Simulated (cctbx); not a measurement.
# Occupancies in KLaCrAgS4O

Cell a = 6.4760 Å, b = 6.4760 Å, c = 9.4130 Å, α = 90.00°, β = 90.00°, γ = 90.00°; space group P4/nmm (no. 129, origin choice 1); nominal formula KLaCrAgS4O.

The data are simulated with cctbx, not measured: Mo Kα, λ = 0.71073 Å, to d = 0.65 Å, 50 % of the full sphere, strongest reflection 40000 counts, noise from counting, a 6 % proportional error and a noise floor of 4 counts (s.d.); no absorption, and some extinction, which the refinements don't model.

With every site full:

```text
Rint 0.047, 474 unique reflections to 0.65 A
cycle     R1     wR2    GooF  max shift (A)
   1  0.0815  0.2764   6.836   0.00299
   2  0.0176  0.0394   0.974   0.00005
final R1 0.0176 wR2 0.0394 GooF 0.974  parameters 19  data/parameter 24.9
atom        x        y        z      Ueq    occ   su(xyz)  su(Uiso or U11)
La1    0.00000  0.00000  0.50000   0.0158  1.000  0.00000  0.0001
Ag2    0.00000  0.50000  0.23862   0.0200  1.000  0.00003  0.0001
Cr1    0.00000  0.50000  0.74214   0.0257  1.000  0.00008  0.0002
K1     0.00000  0.00000  0.00000   0.0243  1.000  0.00000  0.0003
S1     0.23158  0.26842  0.67479   0.0273  1.000  0.00007  0.0002
O1     0.00000  0.50000  0.96621   0.0335  1.000  0.00043  0.0012
difference map: max 0.54 min -0.73 rms 0.16
Q1    0.1415  0.3585  0.1084    8    0.62  1.78 A from Ag2
Q2    0.2237  0.2763  0.2553    8    0.50  0.78 A from S1
Q3    0.1108  0.3892  0.9813    8    0.49  1.02 A from O1
Q4    0.0000  0.5000  0.9136    2    0.46  0.50 A from O1
Q5    0.0000  0.0860  0.4112    8    0.45  1.00 A from La1
Q6    0.0000  0.5000  0.4273    2    0.45  1.78 A from Ag2
```

With the occupancies of the suspect sites free, each still typed as its main element:

```text
Rint 0.047, 474 unique reflections to 0.65 A
cycle     R1     wR2    GooF  max shift (A)
   1  0.1360  0.3290   8.154   0.00176
   2  0.0166  0.0369   0.913   0.00021
final R1 0.0166 wR2 0.0368 GooF 0.912  parameters 21  data/parameter 22.6
atom        x        y        z      Ueq    occ   su(xyz)  su(Uiso or U11)
La1    0.00000  0.00000  0.50000   0.0155  0.990  0.00000  0.0001
Ag2    0.00000  0.50000  0.23863   0.0204  1.007  0.00003  0.0001
Cr1    0.00000  0.50000  0.74210   0.0258  1.000  0.00008  0.0003
K1     0.00000  0.00000  0.00000   0.0244  1.000  0.00000  0.0003
S1     0.23154  0.26846  0.67478   0.0274  1.000  0.00007  0.0002
O1     0.00000  0.50000  0.96600   0.0336  1.000  0.00041  0.0011
su of occupancy La1: 0.003
su of occupancy Ag2: 0.003
difference map: max 0.55 min -0.67 rms 0.15
Q1    0.1395  0.3605  0.1107    8    0.61  1.76 A from Ag2
Q2    0.2237  0.2763  0.2545    8    0.50  0.78 A from S1
Q3    0.1115  0.3885  0.9798    8    0.47  1.03 A from O1
Q4    0.0000  0.5000  0.4260    2    0.47  1.76 A from Ag2
Q5    0.0000  0.0899  0.4109    8    0.43  1.02 A from La1
Q6    0.0000  0.0845  0.6000    8    0.42  1.09 A from La1
```

**Question.** What is the disorder?

X-rays count electrons. La1 refines to 0.990(0.003), or 56.4 electrons; the site truly holds 0.95 La and 0.05 Ag, 56.5 electrons, which is 0.991 of La; Ag2 refines to 1.007(0.003), or 47.3 electrons; the site truly holds 0.95 Ag and 0.05 La, 47.5 electrons, which is 1.011 of Ag. A value under 1 can't tell vacancies from a lighter guest, and one over 1 needs a heavier guest; chemistry or a second radiation must settle which. Occupancy correlates with U and the scale, and the two elements' form factors differ in shape, so the match is approximate.

Freeing them takes R1 from 0.0176 to 0.0166 and GooF from 0.97 to 0.91.

The model was made for the exercise: a known structure type with other elements put in, its volume estimated, not relaxed; displacement parameters are assumed.

[Middle refinement cycles are left out of these outputs.]

[Logs are printed without paths, hosts, clocks, repeated set-up lines and the standing remarks that a program may print on its own settings, such as how far it seeks lower states.]
